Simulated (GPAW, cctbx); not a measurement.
# By hand: from a DFT structure factor to an extinction distance in ZnSbRh

ZnSbRh, P4/nmm (no. 129, origin choice 1), a = 3.7140 Å, b = 3.7140 Å, c = 7.6226 Å, α = 90.00°, β = 90.00°, γ = 90.00°.

| atom | mult. | x | y | z |
| --- | --- | --- | --- | --- |
| Sb1 | 2 | 1/2 | 0 | 0.6357 |
| Rh1 | 2 | 1/2 | 0 | 0.2647 |
| Zn1 | 2 | 1/2 | 1/2 | 0 |

The start was made by putting kin elements into a known structure type; the compound need not exist, or be stable, in this form.

A DFT run (GPAW, PBE, 450 eV, 6×6×3 k-points (along the axes of the calculation cell), Fermi–Dirac width 0.1 eV) gives the static X-ray structure factor of 002 as 37.491 e for the conventional cell; superposed free atoms give 37.236 e. **Problem.** Find the Fourier component V of the crystal potential and the two-beam extinction distance at 300 kV in both cases, then the holographic phase shift per nanometre.

### 1. Geometry

The cell volume is Ω = 105.14 Å³ and d(002) = 3.8113 Å, so g = 1/d = 0.2624 Å⁻¹.

### 2. The nuclei

Electrons feel nuclei as well as electrons, so the nuclear charges are summed with the same phases.

Phase sums Σ exp(2πi h·x), turned so that the total is real and positive: Sb +0.267, Rh +1.966, Zn -2.000. Then F_Z = 51 × (+0.267) + 45 × (+1.966) + 30 × (-2.000) = 42.09 e. The electron term has the same sign for this reflection.

### 3. Mott–Bethe

Poisson's equation, term by term, gives V = (e/4πε₀)(F_Z − F)/(πΩg²), with e/4πε₀ = 14.3996 V Å.

The prefactor is 14.3996 × 3.8113²/(π × 105.14) = 0.63325 V per electron. Free atoms: (42.09 − 37.236) × 0.63325 = 3.074 V. Crystal: (42.09 − 37.491) × 0.63325 = 2.912 V. F changes by +0.68 % and V by -5.3 %: the same 0.26 e is measured against F_Z − F = 4.9 e in place of F = 37.2 e.

### 4. Extinction distance

In the two-beam case ξ = 1/(λU) with U = 2γm₀eV/h², that is ξ = 150.41 V Å²/(γλV).

At 300 kV, λ = 0.01969 Å and γ = 1.5871. Free atoms: ξ = 1566 Å. Crystal: ξ = 1653 Å. The thickness fringes go as sin²(πt/ξ), so the two patterns slip by a quarter of a period when t|1/ξ₁ − 1/ξ₀| = 1/4, at t ≈ 745 nm. Thermal motion, absorption and many-beam coupling, left out here, change a real pattern.

### 5. Phase shift

A slab run (normal [001], unrelaxed) gives a mean inner potential of 22.15 V; free atoms give 23.60 V. The phase shift is φ = C_E V₀ t, with C_E = (2π/λE)(E + m₀c²)/(E + 2m₀c²).

C_E = 6.526 × 10⁻³ rad/(V nm). The shift is 0.1446 rad/nm in the crystal and 0.1540 rad/nm for free atoms. A sample 50 nm thick gives φ = 7.23 rad; read with the free-atom value it would seem 46.9 nm thick.

### 6. Answer

V(002) is 2.91 V against 3.07 V, and ξ is 1653 against 1566 Å. The phase shift is 0.145 rad/nm, and free atoms would misjudge a thickness by -6 %. Limits: static atoms, two beams.
